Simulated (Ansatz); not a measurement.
# Heat carried by phonons in BN (F-43m)

Aim: the lattice thermal conductivity of BN against temperature, and which phonons carry it. The starting cell is a computed one from a database.

Measurements to reproduce:
- thermal conductivity 760 W/m/K near room temperature (given in “Combining the AFLOW GIBBS and Elastic Libraries to efficiently and robustly screen thermo-mechanical properties of solids”, 2017, arXiv:1611.05714)

Calculated with Ansatz 0.2.0; DFT LDA, scalar-relativistic, plane waves, PAW.

Report form: the programs' logs are mostly left out.

## (1) The structure

It takes space group F-43m (No. 216, cubic). Conventional cell: a = 3.626 Å, b = 3.626 Å, c = 3.626 Å, α = 90.00°, β = 90.00°, γ = 90.00°. Nearest to B lie 4 N at 1.57 Å. Nearest to N lie 4 B at 1.57 Å. Farther neighbours and most contacts between anions are not listed.

## (2) A first coarse run

Before spending time, one coarse run tells the gap and the pressure of the starting cell.

Input file input.yaml:

```yaml
crystal:
  lattice:
    - [0.0, 1.813001, 1.813001]
    - [1.813001, 0.0, 1.813001]
    - [1.813001, 1.813001, 0.0]
  atoms:
    - { symbol: B, position: [0.0, 0.0, 0.0] }
    - { symbol: "N", position: [0.75, 0.75, 0.75] }
kpoints:
  mp_grid: { grid: [8, 8, 8] }
hamiltonian:
  xc: lda
scf:
  occupations: { method: gaussian, width: 0.1 }
output:
  forces: true
  stress: true
  eigenvalues: true
```

Command:

```console
ansatz run input.yaml --threads 18 --pin off --max-ram 92160MiB --backend cuda --events-out ev --progress --plain --runs-dir out
```

Elapsed: 1.3 s, on 1 × NVIDIA GB200 with 18 threads of Arm Neoverse V2, shared host; peak memory 0.98 GiB.

A gap read on the k-mesh alone can miss the band edges.

Numbers from this step:

```
pressure          : -14.22 GPa
gap on the k-mesh : 4.349 eV
volume per atom   : 5.959 Å³/atom
```

The start is under -14 GPa at this level and looks like an insulator or semiconductor on this mesh.

## (3) A loose first relaxation

The start is far from rest, so a relaxation with loose thresholds first brings it near the minimum.

input.yaml: that of step 2 with these lines changed.

```diff
@@ -9,3 +9,3 @@
 kpoints:
-  mp_grid: { grid: [8, 8, 8] }
+  mp_grid: { grid: [10, 10, 10] }
 hamiltonian:
@@ -18 +18,6 @@
   eigenvalues: true
+relax:
+  adjacent_minimum: "off"
+  f_tol: 0.05
+  max_steps: 80
+  cell: { stress_tol: 0.5 }
```

Elapsed: 2.1 s, on 1 × NVIDIA GB200 with 18 threads; peak memory 0.95 GiB; 4.3 s of CPU time.

Step by step:

| step | energy less that of the first step (eV) | largest force component (eV/Å) | pressure (GPa) | volume (Å³) |
| --- | --- | --- | --- | --- |
| 1 | 0.0000 | 0.0000 | -14.20 | 11.92 |
| 2 | -0.0185 | 0.0000 | -5.96 | 11.66 |
| 3 | -0.0233 | 0.0000 | 0.28 | 11.48 |
| 4* | -0.0202 | 0.0000 | -0.19 | 11.48 |

Relaxation steps marked * repeat the geometry before them on a plane-wave basis chosen anew for their cell, so energy and pressure can jump there.

The run keeps the 24 symmetry operations that it works with, so distortions that break them were not tested.

| conventional cell, symmetrised | before | after | change |
| --- | --- | --- | --- |
| a (Å) | 3.626 | 3.581 | -1.2 % |
| b (Å) | 3.626 | 3.581 | -1.2 % |
| c (Å) | 3.626 | 3.581 | -1.2 % |
| volume (Å³/atom) | 5.96 | 5.74 | -3.7 % |

Final coordinates:

```xyz
2
Lattice="0.0000 1.7905 1.7905 1.7905 0.0000 1.7905 1.7905 1.7905 0.0000" Properties=species:S:1:pos:R:3 pbc="T T T"
B     0.0000    0.0000    0.0000
N     2.6858    2.6858    2.6858
```

Numbers from this step:

```yaml
pressure: -0.1855 GPa
gap_on_the_k_mesh: 4.391 eV
volume_per_atom: 5.740 Å³/atom
```

The relaxation ends with a pressure of -0.19 GPa.

## (4) Finding the static equilibrium

The vibrations must be taken about the equilibrium of this functional, not about the starting cell, so the structure is relaxed.

Input file input.yaml:

```yaml
crystal:
  lattice:
    - [0.0, 1.7905254455, 1.7905254455]
    - [1.7905254455, 0.0, 1.7905254455]
    - [1.7905254455, 1.7905254455, 0.0]
  atoms:
    - { symbol: B, position: [0.0, 0.0, 0.0] }
    - { symbol: "N", position: [0.75, 0.75, 0.75] }
kpoints:
  mp_grid: { grid: [12, 12, 12] }
hamiltonian:
  xc: lda
scf:
  occupations: { method: gaussian, width: 0.02 }
output:
  forces: true
  stress: true
  eigenvalues: true
relax:
  adjacent_minimum: "off"
  f_tol: 0.005
  max_steps: 80
  cell: { stress_tol: 0.05 }
```

Wall time 2.3 s (1 × NVIDIA GB200 with 18 threads); peak memory 0.98 GiB.

Little changed from the start: no atom moved by 0.005 Å and no cell edge by 0.1 %.

Numbers from this step:

| Item | Value |
| --- | --- |
| pressure | -0.008820 GPa |
| gap on the k-mesh | 4.392 eV |
| volume per atom | 5.738 Å³/atom |

## (5) Tight relaxation

The thresholds are tightened for a last relaxation ahead of the phonons, and where mesh or smearing change with them the cell follows.

input.yaml, the sections that differ from step 4:

```yaml
crystal:
  lattice:
    - [0.0, 1.7902743652, 1.7902743652]
    - [1.7902743652, 0.0, 1.7902743652]
    - [1.7902743652, 1.7902743652, 0.0]
  atoms:
    - { symbol: B, position: [0.0, 0.0, 0.0] }
    - { symbol: "N", position: [0.75, 0.75, 0.75] }
scf:
  occupations: { method: fixed }
relax:
  adjacent_minimum: "off"
  f_tol: 0.001
  max_steps: 60
  cell: { stress_tol: 0.01 }
# kpoints, hamiltonian, output: as in step 4
```

Elapsed: 1.7 s, on 1 × NVIDIA GB200 with 18 threads; peak memory 0.98 GiB; 3.1 s of CPU time.

Little changed from the start: no atom moved by 0.005 Å and no cell edge by 0.1 %.

This step gave:

* pressure: -0.008807 GPa

The residual pressure is -0.0088 GPa, small enough for phonons.

## (6) Anharmonic force constants and conductivity

The supercell must be wider than twice the pair cutoff, and the number of displaced cells grows with the pairs inside it, which is where the cost lies.

input.yaml, the sections that differ from step 5:

```yaml
kpoints:
  mp_grid: { grid: [8, 8, 8] }
output:
  eigenvalues: true
phonons:
  method: fd
  dielectric: true
  supercell: [4, 4, 4]
  temperatures: { t_max: 1000, t_step: 50 }
  qpath:
    path:
      - [[0.0, 0.0, 0.0], [0.5, 0.0, 0.5], [0.5, 0.25, 0.75], [0.375, 0.375, 0.75], [0.0, 0.0, 0.0], [0.5, 0.5, 0.5], [0.625, 0.25, 0.625], [0.5, 0.25, 0.75], [0.5, 0.5, 0.5], [0.375, 0.375, 0.75]]
      - [[0.625, 0.25, 0.625], [0.5, 0.0, 0.5]]
    npoints: 10
  third_order: { supercell: [4, 4, 4], pair_cutoff: 4.518 }
  lattice_thermal_conductivity:
    qmesh: [29, 29, 29]
    temperatures: [100.0, 150.0, 200.0, 300.0, 400.0, 500.0, 600.0, 800.0]
    isotope_mass_variance:
      - { species: B, variance: 0.001354 }
      - { species: "N", variance: 1.838e-05 }
    solution: relaxation_time
# crystal, hamiltonian, scf: as in step 5
# relax: removed
```

Wall time 1.7 min (1 × NVIDIA GB200 with 18 threads); peak memory 2.4 GiB; 16 min of CPU time.

Numbers from this step:

```
Γ frequencies                              : 0, 0, 0, 1068, 1068, 1068 cm⁻¹ (negative: imaginary)
lowest frequency on the path               : 0 cm⁻¹
zero-point energy                          : 0.3216 eV/cell
point group                                : -43m
highest frequency                          : 1298 cm⁻¹
Debye temperature from the second moment   : 1666 K
κ at 300 K (relaxation time)               : 808.7 W/m/K
dipole term                                : run
mean free path at half of κ                : 319 nm
share of κ above the three lowest branches : 0.002
third-order blocks                         : 4646
periodic aliases dropped                   : 1512
largest relative sum-rule correction       : 0.2052
displaced cells, third order               : 246
```

LO-TO term included. Phonon branches along the path, in cm⁻¹:

| point | branch 1 | branch 2 | branch 3 | branch 4 | branch 5 | branch 6 |
| --- | --- | --- | --- | --- | --- | --- |
| Γ | 0 | 0 | 0 | 1068 | 1068 | 1298 |
| halfway | 478 | 478 | 657 | 1017 | 1017 | 1273 |
| X | 704 | 704 | 932 | 932 | 1025 | 1167 |
| halfway | 741 | 754 | 917 | 938 | 1025 | 1110 |
| W | 793 | 816 | 888 | 990 | 995 | 1025 |
| halfway | 716 | 852 | 892 | 958 | 996 | 1070 |
| K | 666 | 873 | 894 | 945 | 988 | 1099 |
| halfway | 424 | 544 | 676 | 1018 | 1047 | 1226 |
| Γ | 0 | 0 | 0 | 1068 | 1068 | 1298 |
| halfway | 355 | 355 | 639 | 1037 | 1037 | 1261 |
| L | 488 | 488 | 987 | 1010 | 1010 | 1148 |
| halfway | 567 | 666 | 966 | 983 | 1020 | 1102 |
| U | 666 | 873 | 894 | 945 | 988 | 1099 |
| halfway | 716 | 852 | 892 | 958 | 996 | 1070 |
| W | 793 | 816 | 888 | 990 | 995 | 1025 |
| halfway | 602 | 698 | 958 | 974 | 1025 | 1089 |
| L | 488 | 488 | 987 | 1010 | 1010 | 1148 |
| halfway | 567 | 666 | 966 | 983 | 1020 | 1102 |
| K | 666 | 873 | 894 | 945 | 988 | 1099 |
| jump to U | 666 | 873 | 894 | 945 | 988 | 1099 |
| halfway | 695 | 758 | 923 | 935 | 1023 | 1139 |
| X | 704 | 704 | 932 | 932 | 1025 | 1167 |

The lattice thermal conductivity, RTA xx by temperature:

| temperature (K) | lattice thermal conductivity, RTA xx (W/m/K) |
| --- | --- |
| 100 | 6651 |
| 150 | 3138 |
| 200 | 1629 |
| 300 | 809 |
| 400 | 594 |
| 500 | 491 |
| 600 | 426 |
| 800 | 342 |

Phonopy on the run's constants, 21x21x21 mesh, Gaussian sigma 9.7 cm⁻¹. Table of modes by wavenumber; read off at these points; values in 1/cm⁻¹/cell:

| wavenumber (cm⁻¹) | B | N |
| --- | --- | --- |
| 0.0 | 8.3e-6 | 1.0e-5 |
| 50.0 | 3.5e-7 | 3.5e-7 |
| 100.0 | 3.0e-5 | 4.0e-5 |
| 150.0 | 1.3e-4 | 1.7e-4 |
| 200.0 | 1.5e-4 | 1.9e-4 |
| 250.0 | 2.3e-4 | 3.0e-4 |
| 300.0 | 4.0e-4 | 5.0e-4 |
| 350.0 | 6.6e-4 | 8.4e-4 |
| 400.0 | 7.8e-4 | 0.00100 |
| 450.0 | 0.00107 | 0.00137 |
| 500.0 | 0.00225 | 0.00291 |
| 550.0 | 0.00229 | 0.00293 |
| 600.0 | 0.00243 | 0.00306 |
| 650.0 | 0.00267 | 0.00333 |
| 689.3 | 0.00296 | 0.00365 |
| 700.0 | 0.00291 | 0.00355 |
| 750.0 | 0.00204 | 0.00261 |
| 800.0 | 0.00181 | 0.00259 |
| 850.0 | 0.00160 | 0.00243 |
| 900.0 | 0.00239 | 0.00581 |
| 950.0 | 0.00595 | 0.00590 |
| 1000.0 | 0.0110 | 0.00903 |
| 1021.8 | 0.0149 | 0.0116 |
| 1050.0 | 0.00617 | 0.00476 |
| 1100.0 | 0.00390 | 0.00219 |
| 1107.1 | 0.00404 | 0.00216 |
| 1150.0 | 0.00349 | 0.00153 |
| 1200.0 | 0.00255 | 0.00146 |
| 1250.0 | 0.00206 | 0.00136 |
| 1300.0 | 4.6e-4 | 3.4e-4 |

Distinct triplets, nearest first. Third order norms, by row:

| sites | side 1 (Å) | side 2 (Å) | side 3 (Å) | norm of the 27 components (eV/Å³) |
| --- | --- | --- | --- | --- |
| B-B-B | 0 | 0 | 0 | 215.3 |
| N-N-N | 0 | 0 | 0 | 213.6 |
| B-N-N | 0 | 1.55 | 1.55 | 99.32 |
| B-N-B | 0 | 1.55 | 1.55 | 101.6 |
| B-N-N | 1.55 | 1.55 | 2.53 | 2.844 |
| B-N-B | 1.55 | 1.55 | 2.53 | 2.862 |
| B-B-B | 0 | 2.53 | 2.53 | 5.444 |
| B-B-B | 2.53 | 2.53 | 2.53 | 0.312 |
| B-B-B | 2.53 | 2.53 | 2.53 | 1.011 |
| N-N-N | 0 | 2.53 | 2.53 | 9.13 |
| N-N-N | 2.53 | 2.53 | 2.53 | 0.579 |
| N-N-N | 2.53 | 2.53 | 2.53 | 0.594 |
| B-N-N | 1.55 | 2.53 | 2.97 | 0.736 |
| B-N-B | 1.55 | 2.53 | 2.97 | 0.6 |
| B-N-N | 0 | 2.97 | 2.97 | 1.154 |
| B-N-N | 2.53 | 2.97 | 2.97 | 0.159 |
| B-N-N | 2.53 | 2.97 | 2.97 | 0.141 |
| B-N-B | 2.53 | 2.97 | 2.97 | 0.064 |
| B-N-B | 2.53 | 2.97 | 2.97 | 0.107 |
| B-N-B | 0 | 2.97 | 2.97 | 1.099 |
| B-B-B | 2.53 | 2.53 | 3.58 | 0.159 |
| N-N-N | 2.53 | 2.53 | 3.58 | 0.072 |
| B-N-B | 1.55 | 2.97 | 3.58 | 0.236 |
| B-N-N | 1.55 | 2.97 | 3.58 | 0.141 |
| B-B-B | 0 | 3.58 | 3.58 | 0.703 |
| N-N-N | 0 | 3.58 | 3.58 | 0.276 |
| B-N-N | 1.55 | 2.53 | 3.9 | 1.138 |
| B-N-B | 1.55 | 2.53 | 3.9 | 0.682 |
| B-N-N | 2.53 | 2.97 | 3.9 | 0.158 |
| B-N-B | 2.53 | 2.97 | 3.9 | 0.25 |

Born charge (rows field, columns displacement) (e), principal values of the symmetric part by kind of site:

| atom | atoms with these values | low | middle | high | mean |
| --- | --- | --- | --- | --- | --- |
| B1 | 1 | 1.88 | 1.88 | 1.88 | 1.88 |
| N2 | 1 | -1.88 | -1.88 | -1.88 | -1.88 |

In full for N2:

```
-1.88  0.00  0.00
 0.00 -1.88  0.00
 0.00  0.00 -1.88
```

RTA, 300 K. Kappa by branch, by row:

| branch (by rank) | mean frequency (THz) | mean rms speed (km/s) | median lifetime (ps) | share of kappa |
| --- | --- | --- | --- | --- |
| 1 | 16.68 | 6.05 | 14.7 | 0.449 |
| 2 | 19 | 7.98 | 11.1 | 0.319 |
| 3 | 24.7 | 6.67 | 7.29 | 0.23 |
| 4 | 29.59 | 1.56 | 1.36 | 0 |
| 5 | 30.6 | 1.66 | 0.943 | 0 |
| 6 | 34.93 | 3.55 | 1.81 | 0.002 |

The spectral kappa at 300 K, relaxation time (W/m/K/THz) by frequency; read off at these points:

| frequency (THz) | spectral kappa at 300 K, relaxation time (W/m/K/THz) |
| --- | --- |
| 0.5 | 0 |
| 2.5 | 60.7 |
| 4.5 | 36.6 |
| 5.5 | 39.1 |
| 7.5 | 41.0 |
| 9.5 | 45.7 |
| 11.5 | 45.6 |
| 13.5 | 47.4 |
| 14.5 | 37.3 |
| 16.5 | 33.3 |
| 18.5 | 26.6 |
| 20.5 | 18.6 |
| 22.5 | 13.7 |
| 24.5 | 7.84 |
| 25.5 | 5.70 |
| 27.5 | 3.00 |
| 29.5 | 0.352 |
| 31.5 | 0.0997 |
| 33.5 | 0.328 |
| 34.5 | 0.305 |
| 36.5 | 0.133 |
| 38.5 | 0.00832 |

Relaxation-time solution. Table of share of κ carried by shorter paths by mean free path:

| mean free path (nm) | 100 K | 300 K | 800 K |
| --- | --- | --- | --- |
| 1.47 | 0 | 0 | 0.001 |
| 2.15 | 0 | 0 | 0.003 |
| 3.16 | 0 | 0 | 0.005 |
| 4.64 | 0 | 0.001 | 0.009 |
| 6.81 | 0 | 0.001 | 0.017 |
| 10 | 0 | 0.002 | 0.024 |
| 14.7 | 0 | 0.003 | 0.027 |
| 21.5 | 0 | 0.003 | 0.044 |
| 31.6 | 0 | 0.005 | 0.139 |
| 46.4 | 0 | 0.014 | 0.563 |
| 68.1 | 0 | 0.058 | 0.793 |
| 100 | 0 | 0.183 | 0.865 |
| 147 | 0 | 0.293 | 0.909 |
| 215 | 0.001 | 0.377 | 0.939 |
| 316 | 0.002 | 0.496 | 0.954 |
| 464 | 0.002 | 0.597 | 0.958 |
| 681 | 0.004 | 0.691 | 0.971 |
| 1000 | 0.006 | 0.76 | 0.977 |
| 1470 | 0.01 | 0.811 | 0.977 |
| 2150 | 0.016 | 0.861 | 0.986 |
| 3160 | 0.024 | 0.88 | 1 |
| 4640 | 0.041 | 0.922 | 1 |
| 6810 | 0.059 | 0.938 | 1 |
| 10000 | 0.089 | 0.945 | 1 |
| 14700 | 0.121 | 0.981 | 1 |
| 21500 | 0.184 | 1 | 1 |
| 31600 | 0.224 | 1 | 1 |
| 46400 | 0.332 | 1 | 1 |
| 68100 | 0.395 | 1 | 1 |
| 1.0e5 | 0.543 | 1 | 1 |
| 1.5e5 | 0.575 | 1 | 1 |
| 2.2e5 | 0.669 | 1 | 1 |
| 3.2e5 | 0.669 | 1 | 1 |
| 4.6e5 | 1 | 1 | 1 |

300 K; a sample spread over frequency. Mode lifetimes, by row, the first 40 of 90 rows:

| q1 | q2 | q3 | branch | frequency (THz) | rms speed (km/s) | three-phonon rate (1/ps) | isotope rate (1/ps) | lifetime (ps) | mean free path (nm) |
| --- | --- | --- | --- | --- | --- | --- | --- | --- | --- |
| 0 | 0 | 0.0345 | 1 | 1.629 | 10.14 | 0.00145 | 1.04e-6 | 689 | 6990 |
| 0 | 0.069 | 0.1379 | 2 | 6.724 | 10.16 | 0.0264 | 5.78e-4 | 37.1 | 377 |
| 0 | 0.0345 | 0.2069 | 2 | 9.047 | 8.3 | 0.0206 | 0.00206 | 44.1 | 366 |
| 0.0345 | 0.1034 | -0.1379 | 2 | 10.5 | 10.87 | 0.0376 | 0.00407 | 24 | 261 |
| 0.0345 | 0.1034 | 0.2759 | 2 | 11.71 | 9.83 | 0.0323 | 0.00683 | 25.6 | 251 |
| 0 | 0.069 | 0.1724 | 3 | 12.58 | 14.81 | 0.043 | 0.00953 | 19.1 | 282 |
| 0.0345 | 0.1379 | 0.3103 | 2 | 13.37 | 9.94 | 0.0324 | 0.014 | 21.5 | 214 |
| 0.0345 | 0.2069 | -0.2069 | 1 | 13.96 | 7.15 | 0.0124 | 0.018 | 33 | 236 |
| 0.0345 | 0.1034 | -0.3448 | 1 | 14.52 | 4.27 | 0.0118 | 0.0251 | 27.1 | 116 |
| 0.069 | 0.1724 | 0.3448 | 2 | 14.85 | 9.97 | 0.0391 | 0.0321 | 14 | 140 |
| 0.0345 | 0.069 | -0.4828 | 2 | 15.28 | 4.87 | 0.0124 | 0.0333 | 21.9 | 106 |
| 0.1034 | 0.2069 | 0.4483 | 1 | 15.65 | 6.99 | 0.0216 | 0.0366 | 17.2 | 120 |
| 0 | 0.2069 | 0.3793 | 1 | 16.1 | 6.64 | 0.037 | 0.0414 | 12.8 | 84.7 |
| 0.0345 | 0.1379 | -0.1379 | 3 | 16.48 | 11.94 | 0.0583 | 0.0402 | 10.1 | 121 |
| 0 | 0.1379 | -0.3103 | 2 | 16.93 | 9.74 | 0.0355 | 0.0467 | 12.2 | 118 |
| 0.0345 | 0.2414 | 0.4483 | 1 | 17.25 | 6.05 | 0.029 | 0.0502 | 12.6 | 76.4 |
| 0 | 0.2414 | 0.4483 | 1 | 17.7 | 5.55 | 0.0266 | 0.0542 | 12.4 | 68.7 |
| 0.1379 | 0.3103 | 0.4828 | 1 | 18.02 | 7.56 | 0.0263 | 0.0569 | 12 | 90.9 |
| 0.1034 | 0.2069 | 0.3103 | 3 | 18.43 | 10.62 | 0.059 | 0.0551 | 8.77 | 93.1 |
| 0.069 | 0.3103 | 0.4828 | 1 | 18.77 | 6.17 | 0.0255 | 0.0658 | 11 | 67.7 |
| 0.1034 | 0.2759 | -0.1724 | 2 | 19.17 | 8.92 | 0.0413 | 0.0692 | 9.05 | 80.8 |
| 0.069 | 0.2069 | -0.1379 | 3 | 19.42 | 9.61 | 0.0631 | 0.0646 | 7.83 | 75.3 |
| 0.0345 | 0.3793 | 0.4483 | 1 | 19.83 | 4.72 | 0.0203 | 0.0797 | 10 | 47.2 |
| 0.069 | 0.3793 | -0.3448 | 1 | 20.17 | 4.49 | 0.0121 | 0.0789 | 11 | 49.3 |
| 0.0345 | 0.2069 | -0.1724 | 3 | 20.47 | 8.66 | 0.0671 | 0.0766 | 6.96 | 60.3 |
| 0 | 0.4483 | 0.4483 | 1 | 20.78 | 2.33 | 0.0117 | 0.0936 | 9.49 | 22.1 |
| 0 | 0.4828 | 0.4828 | 2 | 21.08 | 0.79 | 0.00853 | 0.0962 | 9.55 | 7.57 |
| 0.069 | 0.4828 | -0.4138 | 1 | 21.43 | 3.58 | 0.01 | 0.0839 | 10.6 | 38.1 |
| 0.1034 | 0.2759 | -0.3103 | 2 | 21.84 | 8.86 | 0.0325 | 0.0718 | 9.58 | 84.9 |
| 0.069 | 0.1724 | 0.3793 | 3 | 22.23 | 10.02 | 0.0669 | 0.0639 | 7.64 | 76.6 |
| 0 | 0.1034 | -0.2759 | 3 | 22.67 | 10.92 | 0.0673 | 0.0621 | 7.73 | 84.4 |
| 0.1034 | 0.3103 | -0.3793 | 2 | 23.18 | 7.9 | 0.0311 | 0.0652 | 10.4 | 82 |
| 0.0345 | 0.2414 | -0.2414 | 3 | 23.63 | 7.09 | 0.0864 | 0.0603 | 6.81 | 48.3 |
| 0.0345 | 0.3103 | -0.4138 | 2 | 24.18 | 7.7 | 0.0304 | 0.0719 | 9.78 | 75.3 |
| 0.2414 | 0.4828 | -0.2759 | 2 | 24.6 | 2.75 | 0.0142 | 0.0525 | 15 | 41.3 |
| 0.1034 | 0.3103 | 0.4828 | 3 | 25.09 | 5.85 | 0.0761 | 0.0585 | 7.43 | 43.5 |
| 0 | 0.2414 | -0.3103 | 3 | 25.66 | 7.82 | 0.0872 | 0.058 | 6.89 | 53.8 |
| 0.069 | 0.2069 | 0.4828 | 3 | 26.19 | 7.76 | 0.0811 | 0.0514 | 7.55 | 58.5 |
| 0 | 0.3103 | 0.4828 | 3 | 26.65 | 4.01 | 0.0545 | 0.0656 | 8.33 | 33.4 |
| 0.0345 | 0.1379 | -0.3448 | 3 | 26.89 | 8.3 | 0.0885 | 0.0965 | 5.41 | 44.8 |

Without the LO-TO term. Gamma linewidths, by row:

| branch | frequency (cm⁻¹) | three-phonon rate (1/ps) | isotope rate (1/ps) | FWHM (cm⁻¹) |
| --- | --- | --- | --- | --- |
| 4 | 1068 | 0.176 | 0.0966 | 1.44 |
| 5 | 1068 | 0.176 | 0.0966 | 1.44 |
| 6 | 1068 | 0.176 | 0.0966 | 1.44 |

W/m/K, third of the trace; RTA populations with a boundary rate v/L added to each mode (Matthiessen's rule). Kappa by grain size, by row:

| T (K) | bulk | 10 nm | 30 nm | 100 nm | 300 nm | 1000 nm | 10000 nm | 100000 nm |
| --- | --- | --- | --- | --- | --- | --- | --- | --- |
| 100 | 6651 | 3.452 | 10.07 | 31.31 | 83.51 | 227.8 | 1153 | 3430 |
| 300 | 808.6 | 38.33 | 96.53 | 220 | 374.5 | 540.5 | 735.7 | 797.4 |
| 600 | 426 | 60.52 | 133.1 | 242.4 | 327.4 | 382 | 418.7 | 425.2 |

W/m/K, third of the trace; RTA populations with the isotope rates scaled. Kappa by mass disorder, by row:

| T (K) | no isotopes | as typed | variance x 3 | variance x 10 | variance x 30 |
| --- | --- | --- | --- | --- | --- |
| 100 | 16480 | 6651 | 4021 | 2044 | 980.2 |
| 300 | 1404 | 808.6 | 580.2 | 378.6 | 239.6 |
| 600 | 634.1 | 426 | 301.2 | 186.4 | 115.7 |

At 300 K the relaxation-time value is 809 W/(m K).

## (7) What came out

```yaml
highest_frequency: 1298 cm⁻¹
debye_temperature_from_the_second_moment: 1666 K
kappa_at_300_k_relaxation_time: 808.7 W/m/K
mean_free_path_at_half_of_kappa: 319 nm
share_of_kappa_above_the_three_lowest_branches: 0.002
```

The lattice of BN conducts 809 W/(m K) at 300 K by LDA (mean over directions, relaxation-time solution). Above 300 K the relaxation-time κ falls as T^-0.87. Grains of 100 nm would keep 27 % of the bulk value at 300 K, and grains of 1 µm 67 %. Removing the natural isotope disorder raises κ at 300 K by 74 %. A measured thermal conductivity near room temperature is 760 W/m/K (arXiv:1611.05714); the calculated 809 W/m/K differs by +6 %. Part of this agreement may be a cancellation, since four-phonon scattering and the shift of frequencies with temperature are both left out, and a relaxation-time value usually lies below the full solution. The last run computed the relaxation-time solution alone; it counts normal processes as resistive, so the full solution usually lies higher, most of all in good conductors. The sum rules changed one orbit of cubic constants by up to 21 %; by the manual a large change points to a short cutoff or, on a small and distant orbit, to noisy forces. The conductivities include the coherence part between close branches; the shares for grains, isotopes, branches and paths are of the relaxation-time populations alone. Cubic couplings among atoms farther apart than the pair cutoff are dropped, and neither the cutoff nor the q-mesh was shown to be converged here. The interpolation has no quadrupole term, so branches near the zone centre are less sure, since this crystal has sites that are not centres of inversion. The PAW files were made for PBE and are used here under another functional, for which the program regenerates the frozen cores.

[Logs are printed without paths, hosts, clocks, repeated set-up lines and the standing remarks that a program may print on its own settings, such as how far it seeks lower states.]

[Hosts, paths, dates, database ids (printed as entryN), source tags and the programs' standing remarks are cut or masked in the printed files.]

[A step with changed settings may run another functional than the one named; its input shows which.]
